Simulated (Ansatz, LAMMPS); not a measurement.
# Relaxing glassy 68SiO2-14MgO-11ZnO-7BaO (mol %) (75 atoms), part 2 of 3

Aim: bring glassy 68SiO2-14MgO-11ZnO-7BaO (mol %) (75 atoms) to a nearby minimum of the energy and see what moves.

Ansatz 0.2.0; Kohn-Sham DFT, revPBE, PAW (set soft_2), plane waves.

The cell: 19 Si, 4 Mg, 3 Zn, 2 Ba and 47 O. The quench rate of 25 K/ps is many orders above laboratory rates. The network of bonds at the start is that of the classical potential that made the cell. The Brillouin zone is sampled at Γ only, in a cell whose shortest periodic width is 10 Å. The levels lack spin–orbit coupling.

So far. Step 3 (Single point at the start): The r.m.s. force component of 0.88 eV/Å and the pressure of 6.9 GPa set the starting point.

## 4. Relaxation

With the cell held, the atoms are moved downhill towards a nearby minimum.

File input.yaml:

```yaml
crystal:
  lattice:
    - [10.1084, 0.0, 0.0]
    - [0.0, 10.1084, 0.0]
    - [0.0, 0.0, 10.1084]
  atoms:
    [... the 75 atom lines of step 3 ...]
kpoints:
  mp_grid: { grid: [1, 1, 1] }
hamiltonian:
  xc: revpbe
scf:
  occupations: { method: fixed }
output:
  forces: true
relax:
  f_tol: 0.05
  max_steps: 200
```

Started as:

```
$ ansatz run input.yaml --threads 4 --pin off --max-ram 8192MiB --backend cpu --events-out ev --progress --plain --runs-dir out
```

Numbers of over 12 decimals in the logs are rounded to 6 here.

What it wrote:

```text
[...]
Crystal: 75 atoms, lattice volume = 1032.874 Å³
Basis set: ecut = 420 eV, 20197 PW (Γ), exchange–correlation on 144×144×144 points (8 copies of the dense FFT grid, shifted against one another)
Bands: 302, of which v1, the nominal top of the filled ones, is band 227 counted from 1 (226 counted from 0)
Symmetry: 1 space group operations
[...]
k-points: 1
[...]
SCF iter   1: F=—  HF=-68512.114288 eV  |F-HF|=—  |Δ(HF+E_count)|=         —  Δρ=3.61e-3  dr2=1.69e-1  ethr=1.77e-3  ⟨swp⟩=5.0  Hψ=1055  notcnv=0  defer=72
[...]
SCF iter   3: F=—  HF=-68512.094353 eV  |F-HF|=—  |Δ(HF+E_count)|=   2.74e-3  Δρ=7.15e-4  dr2=8.56e-3  ethr=7.19e-6  ⟨swp⟩=3.0  Hψ=361  notcnv=0  defer=66
automatic band count: iteration 3 solves 295 bands in place of 302: the levels show a gap, and the empty bands left out lie too high to hold charge; the band table lists the bands solved (type scf.n_extra_bands for more)
SCF iter   4: F=—  HF=-68512.094875 eV  |F-HF|=—  |Δ(HF+E_count)|=   5.22e-4  Δρ=2.91e-4  dr2=7.68e-4  ethr=1.88e-6  ⟨swp⟩=3.0  Hψ=397  notcnv=0  defer=66
[...]
SCF iter   7: F=-68512.095212 eV  HF=-68512.095206 eV  |F-HF|=5.53e-6  |Δ(HF+E_count)|=   3.36e-5  Δρ=2.03e-5  dr2=5.01e-6  ethr=8.39e-9  ⟨swp⟩=4.0  Hψ=930  notcnv=0
SCF 1 converged in 7 iterations: F = -68512.095212 eV  dr2 = 5.01e-6
[...]
relax step   1: F+E_penalty+E_count = -68512.09521165 eV  Δ(F+E_penalty+E_count) = +0.000e0 eV  max|allowed force component| = 2.784e0 eV/Å  Δτ_max = 0.0000 Å  (7 SCF iters, dr2 threshold 6.25e-5 eV, accepted)
[... from here on, the SCF cycles and remarks between the steps are left out ...]
relax step   2: F+E_penalty+E_count = -68513.99627594 eV  Δ(F+E_penalty+E_count) = -1.901e0 eV  max|allowed force component| = 1.604e0 eV/Å  Δτ_max = 0.1950 Å  (6 SCF iters, dr2 threshold 1.00e-4 eV, accepted)
relax step   3: F+E_penalty+E_count = -68515.36839132 eV  Δ(F+E_penalty+E_count) = -1.372e0 eV  max|allowed force component| = 9.313e-1 eV/Å  Δτ_max = 0.1970 Å  (7 SCF iters, dr2 threshold 1.00e-4 eV, accepted)
relax step   4: F+E_penalty+E_count = -68515.68859633 eV  Δ(F+E_penalty+E_count) = -3.202e-1 eV  max|allowed force component| = 9.172e-1 eV/Å  Δτ_max = 0.2000 Å  (8 SCF iters, dr2 threshold 1.00e-4 eV, accepted)
relax step   5: F+E_penalty+E_count = -68515.89184308 eV  Δ(F+E_penalty+E_count) = -2.032e-1 eV  max|allowed force component| = 5.812e-1 eV/Å  Δτ_max = 0.1407 Å  (7 SCF iters, dr2 threshold 1.00e-4 eV, accepted)
relax step   6: F+E_penalty+E_count = -68515.87851438 eV  Δ(F+E_penalty+E_count) = +1.333e-2 eV  max|allowed force component| = 6.215e-1 eV/Å  Δτ_max = 0.2000 Å  (6 SCF iters, dr2 threshold 1.00e-4 eV, rejected (line search))
relax step   7: F+E_penalty+E_count = -68515.95004831 eV  Δ(F+E_penalty+E_count) = -5.821e-2 eV  max|allowed force component| = 2.616e-1 eV/Å  Δτ_max = 0.1000 Å  (9 SCF iters, accepted)
relax step   8: F+E_penalty+E_count = -68515.96015223 eV  Δ(F+E_penalty+E_count) = -1.010e-2 eV  max|allowed force component| = 1.770e-1 eV/Å  Δτ_max = 0.1000 Å  (6 SCF iters, dr2 threshold 1.39e-5 eV, accepted)
relax step   9: F+E_penalty+E_count = -68515.97144446 eV  Δ(F+E_penalty+E_count) = -1.129e-2 eV  max|allowed force component| = 5.551e-2 eV/Å  Δτ_max = 0.0639 Å  (6 SCF iters, dr2 threshold 6.35e-6 eV, accepted)
relax step  10: F+E_penalty+E_count = -68515.95498991 eV  Δ(F+E_penalty+E_count) = +1.645e-2 eV  max|allowed force component| = 9.644e-2 eV/Å  Δτ_max = 0.1017 Å  (9 SCF iters, rejected (line search))
relax step  11: F+E_penalty+E_count = -68515.97512927 eV  Δ(F+E_penalty+E_count) = -3.685e-3 eV  max|allowed force component| = 3.896e-2 eV/Å  Δτ_max = 0.0260 Å  (9 SCF iters, accepted)
SCF converged after 9 iterations
Free energy (F): -68515.975129 eV
[...]
Internal energy: -68515.975129 eV  (E = F + TS)
E sigma→0 (E₀):  -68515.975129 eV
Fermi energy:    4.232321 eV
[...]
--- Forces (eV/Å), atoms counted from 1 ---
  atom   1  Si     0.01268309    -0.00081376     0.03862843
  atom   2  Si     0.00969456    -0.01335439     0.01736310
  atom   3  Si    -0.00031341    -0.00966496     0.01446130
  atom   4  Si    -0.01013869     0.00111701    -0.00326437
  atom   5  Si     0.02471783     0.02804468     0.01028096
  atom   6  Si     0.02262524     0.00534146     0.01365997
  atom   7  Si     0.00412149     0.01150124    -0.00907183
  atom   8  Si     0.02638073     0.00158912    -0.01065982
  atom   9  Si    -0.00391903    -0.01166665    -0.01478833
  atom  10  Si    -0.00825928     0.01105856     0.01523811
  atom  11  Si    -0.01569202     0.03556034    -0.01308996
  atom  12  Si     0.00727219     0.00046400     0.00171621
  atom  13  Si     0.01058184    -0.01233549     0.01763417
  atom  14  Si     0.01351656     0.00338054     0.01072830
[...]
atom  74  O     -0.00945905     0.00692304     0.00510047
  atom  75  O      0.02109876     0.00586587     0.00003813
  max |Σ_I F_I| component: 9.10e-5 eV/Å
--- Relaxed structure (11 steps of the walk, 9 accepted, 0 SCFs on fresh bases) ---
  F+E_penalty+E_count = -68515.97512927 eV   max|allowed force component| = 3.896e-2 eV/Å
  atoms:
    - { symbol: Si, position: [0.282037, 0.322111, 0.661801] }
    - { symbol: Si, position: [0.280473, 0.904689, 0.642522] }
    - { symbol: Si, position: [0.187848, 0.617956, 0.632756] }
    - { symbol: Si, position: [0.252922, 0.752379, 0.077944] }
[...]
- { symbol: O, position: [0.280105, 0.741589, 0.675255] }
```

It took 51 s on 4 threads of Intel Xeon Platinum 8488C (Sapphire Rapids), shared host; peak memory 1.3 GiB; 2.9 min of CPU time.

The steps of the relaxation:

| step | energy less that of the first step (eV) | largest force component (eV/Å) |
| --- | --- | --- |
| 1 | 0.0000 | 2.7840 |
| 2 | -1.9011 | 1.6044 |
| 3 | -3.2732 | 0.9313 |
| 4 | -3.5934 | 0.9172 |
| 5 | -3.7966 | 0.5812 |
| 6 | -3.7833 | 0.6215 |
| 7 | -3.8548 | 0.2616 |
| 8 | -3.8649 | 0.1770 |
| 9 | -3.8762 | 0.0555 |
| 10 | -3.8598 | 0.0964 |
| 11 | -3.8799 | 0.0390 |

Relaxation steps 6, 10 were tried and not accepted.

The atoms that moved most (Å):

| atom | dx | dy | dz | length |
| --- | --- | --- | --- | --- |
| Ba27 | 0.229 | -0.055 | 0.189 | 0.302 |
| Zn25 | 0.215 | -0.172 | -0.042 | 0.278 |
| Zn26 | -0.226 | -0.030 | 0.085 | 0.244 |
| O73 | 0.043 | 0.075 | 0.218 | 0.235 |
| O48 | 0.221 | -0.024 | -0.029 | 0.224 |
| O45 | -0.200 | 0.077 | -0.005 | 0.214 |
| O57 | -0.069 | -0.155 | -0.128 | 0.212 |
| O33 | 0.100 | -0.047 | 0.179 | 0.211 |

The relaxation changed the energy by -51.7 meV/atom, and atoms moved by 0.14 Å r.m.s., 0.30 Å at most.

## 5. Local order after relaxation

Bonds before and after, by the cutoffs listed below:

| pair | bonds before | bonds after | mean before (Å) | mean after (Å) | spread before (Å) | spread after (Å) |
| --- | --- | --- | --- | --- | --- | --- |
| O-Si | 76 | 76 | 1.613 | 1.643 | 0.031 | 0.028 |
| O-Mg | 19 | 19 | 2.086 | 2.048 | 0.134 | 0.124 |
| O-Ba | 13 | 13 | 2.960 | 2.802 | 0.149 | 0.169 |

Density 2.98 g/cm³, 13.77 Å³ an atom.

Pair distribution functions g(r), in bins of 0.2 Å:

| r (Å) | total | O-O | O-Si | O-Mg | O-Zn | O-Ba | Si-Si |
| --- | --- | --- | --- | --- | --- | --- | --- |
| 1.50 | 0.18 | 0.00 | 0.56 | 0.00 | 0.00 | 0.00 | 0.00 |
| 1.70 | 3.91 | 0.00 | 12.31 | 0.00 | 0.00 | 0.00 | 0.00 |
| 1.90 | 0.62 | 0.00 | 0.00 | 4.66 | 6.26 | 0.00 | 0.00 |
| 2.10 | 0.31 | 0.00 | 0.00 | 3.65 | 1.29 | 0.00 | 0.00 |
| 2.30 | 0.17 | 0.00 | 0.00 | 1.73 | 1.03 | 0.00 | 0.00 |
| 2.50 | 0.42 | 0.96 | 0.00 | 0.00 | 0.00 | 1.34 | 0.00 |
| 2.70 | 2.12 | 5.06 | 0.00 | 0.00 | 0.39 | 2.38 | 0.00 |
| 2.90 | 0.55 | 0.57 | 0.00 | 0.25 | 0.34 | 2.64 | 1.29 |
| 3.10 | 0.88 | 0.80 | 0.09 | 0.22 | 0.59 | 0.93 | 4.49 |
| 3.30 | 0.71 | 0.96 | 0.26 | 0.61 | 0.83 | 0.00 | 1.06 |
| 3.50 | 1.04 | 0.85 | 1.26 | 0.72 | 0.73 | 1.44 | 0.00 |
| 3.70 | 0.98 | 0.70 | 1.83 | 0.63 | 0.43 | 0.00 | 0.00 |
| 3.90 | 1.00 | 0.73 | 1.44 | 1.15 | 0.76 | 1.15 | 0.44 |
| 4.10 | 1.18 | 0.66 | 2.12 | 1.44 | 1.57 | 0.25 | 0.41 |
| 4.30 | 1.31 | 0.72 | 1.83 | 1.90 | 2.52 | 1.42 | 1.47 |
| 4.50 | 1.05 | 0.96 | 0.98 | 1.08 | 1.88 | 0.67 | 1.67 |
| 4.70 | 0.96 | 0.76 | 0.86 | 1.50 | 1.20 | 2.18 | 2.06 |
| 4.90 | 0.97 | 1.35 | 0.48 | 0.82 | 0.48 | 1.81 | 0.75 |

Bonds by pair of elements; cutoffs follow the first minimum of g(r), held within bounds set by covalent radii, and pairs that aren't listed don't count as bonded:

| pair A-B | cutoff (Å) | bonds | mean length (Å) | spread (Å) | shortest (Å) | B about A | A about B |
| --- | --- | --- | --- | --- | --- | --- | --- |
| O-Si | 2.08 | 76 | 1.64 | 0.028 | 1.58 | 1.62 | 4 |
| O-Mg | 2.68 | 19 | 2.05 | 0.124 | 1.87 | 0.404 | 4.75 |
| O-Zn | 2.27 | 10 | 1.97 | 0.085 | 1.86 | 0.213 | 3.33 |
| O-Ba | 3.29 | 13 | 2.80 | 0.169 | 2.51 | 0.277 | 6.5 |

The cutoff for O-Zn falls short of the minimum of g(r), so counts run low and odd coordinations can be artefacts.

How many atoms have how many bonded neighbours:

| element | mean | 2 | 3 | 4 | 5 | 8 |
| --- | --- | --- | --- | --- | --- | --- |
| Ba | 6.5 | 0 | 0 | 0 | 1 | 1 |
| Mg | 4.75 | 0 | 0 | 1 | 3 | 0 |
| O | 2.51 | 25 | 20 | 2 | 0 | 0 |
| Si | 4 | 0 | 0 | 19 | 0 | 0 |
| Zn | 3.33 | 0 | 2 | 1 | 0 | 0 |

Bond angles, per cent of each kind in bins of 5°:

| angle (°) | O-Si-O | O-Ba-O | O-Mg-O | Si-O-Si | Mg-O-Si |
| --- | --- | --- | --- | --- | --- |
| 50–55 | 0.0 | 7.9 | 0.0 | 0.0 | 0.0 |
| 55–60 | 0.0 | 5.3 | 0.0 | 0.0 | 0.0 |
| 60–65 | 0.0 | 2.6 | 0.0 | 0.0 | 0.0 |
| 65–70 | 0.0 | 10.5 | 0.0 | 0.0 | 0.0 |
| 70–75 | 0.0 | 10.5 | 5.6 | 0.0 | 0.0 |
| 75–80 | 0.0 | 5.3 | 2.8 | 0.0 | 0.0 |
| 80–85 | 0.0 | 5.3 | 5.6 | 0.0 | 0.0 |
| 85–90 | 0.0 | 0.0 | 8.3 | 0.0 | 5.0 |
| 90–95 | 0.0 | 5.3 | 16.7 | 0.0 | 10.0 |
| 95–100 | 3.5 | 5.3 | 5.6 | 0.0 | 0.0 |
| 100–105 | 10.5 | 2.6 | 11.1 | 0.0 | 5.0 |
| 105–110 | 39.5 | 2.6 | 11.1 | 0.0 | 5.0 |
| 110–115 | 37.7 | 5.3 | 8.3 | 0.0 | 5.0 |
| 115–120 | 8.8 | 5.3 | 5.6 | 0.0 | 20.0 |
| 120–125 | 0.0 | 5.3 | 2.8 | 0.0 | 5.0 |
| 125–130 | 0.0 | 5.3 | 0.0 | 13.8 | 10.0 |
| 130–135 | 0.0 | 2.6 | 0.0 | 13.8 | 10.0 |
| 135–140 | 0.0 | 2.6 | 5.6 | 20.7 | 5.0 |
| 140–145 | 0.0 | 2.6 | 0.0 | 13.8 | 5.0 |
| 145–150 | 0.0 | 2.6 | 0.0 | 13.8 | 0.0 |
| 150–155 | 0.0 | 2.6 | 5.6 | 6.9 | 5.0 |
| 155–160 | 0.0 | 0.0 | 2.8 | 3.5 | 0.0 |
| 160–165 | 0.0 | 0.0 | 0.0 | 6.9 | 0.0 |
| 165–170 | 0.0 | 0.0 | 2.8 | 3.5 | 5.0 |
| 170–175 | 0.0 | 0.0 | 0.0 | 3.5 | 5.0 |
| 175–180 | 0.0 | 2.6 | 0.0 | 0.0 | 0.0 |

Bond angles (no mean is given where the spread exceeds 20°):

| angle | count | mean (°) | spread (°) |
| --- | --- | --- | --- |
| O-Si-O | 114 | 109 | 4.6 |
| O-Ba-O | 38 | - | - |
| O-Mg-O | 36 | - | - |
| Si-O-Si | 29 | 143 | 12.1 |
| Mg-O-Si | 20 | - | - |

Oxygen atoms by the number of network formers (Si, P, Ge, B, Al, As, Ga) bound to them:

| network formers bound to O | O atoms | per cent |
| --- | --- | --- |
| 0 | 0 | 0 |
| 1 | 18 | 38.3 |
| 2 | 29 | 61.7 |

Network units: each former by its oxygen neighbours and how many of them bridge to another former:

| former | O neighbours | bridging O | atoms |
| --- | --- | --- | --- |
| Si | 4 | 2 | 6 |
| Si | 4 | 3 | 6 |
| Si | 4 | 4 | 7 |

Bond length by coordination (bonds to H left out):

| element | coordination | atoms | mean bond length (Å) |
| --- | --- | --- | --- |
| Ba | 5 | 1 | 2.73 |
| Ba | 8 | 1 | 2.84 |
| Mg | 4 | 1 | 1.96 |
| Mg | 5 | 3 | 2.07 |
| O | 2 | 25 | 1.65 |
| O | 3 | 20 | 2.00 |
| O | 4 | 2 | 2.20 |
| Zn | 3 | 2 | 1.96 |
| Zn | 4 | 1 | 1.98 |

Rings of the network by King's shortest-path rule, up to 12 atoms, one path for each pair of neighbours; H, halogens, alkali and alkaline-earth atoms are left out, and the last column divides by all other atoms, bonded or not:

| ring size (atoms) | rings | per network atom |
| --- | --- | --- |
| 8 | 2 | 0.029 |
| 10 | 4 | 0.058 |
| 12 | 6 | 0.087 |

For some of the pairs, g(r) has its first main peak near 2.7 Å (O-O), 1.6 Å (O-Si), 2.0 Å (O-Mg), 1.9 Å (O-Zn), 2.9 Å (O-Ba) and 3.1 Å (Si-Si). The O-Si-O angle averages 109° with a spread of 5°. Counting bonds to Si alone, not to Zn, 62 % of the oxygens join two of these atoms and 38 % one. The commonest Si unit has 4 oxygens, 4 of them shared with other formers (7 of 19 atoms). Rings of 12 atoms are the most common (50 % of those counted); sizes run from 8 to 12, where the search stops.

[end of part 2 of 3]

[Logs are printed without paths, hosts, clocks, repeated set-up lines and the standing remarks that a program may print on its own settings, such as how far it seeks lower states.]

[Hosts, paths, dates, database ids (printed as entryN), source tags and the programs' standing remarks are cut or masked in the printed files.]
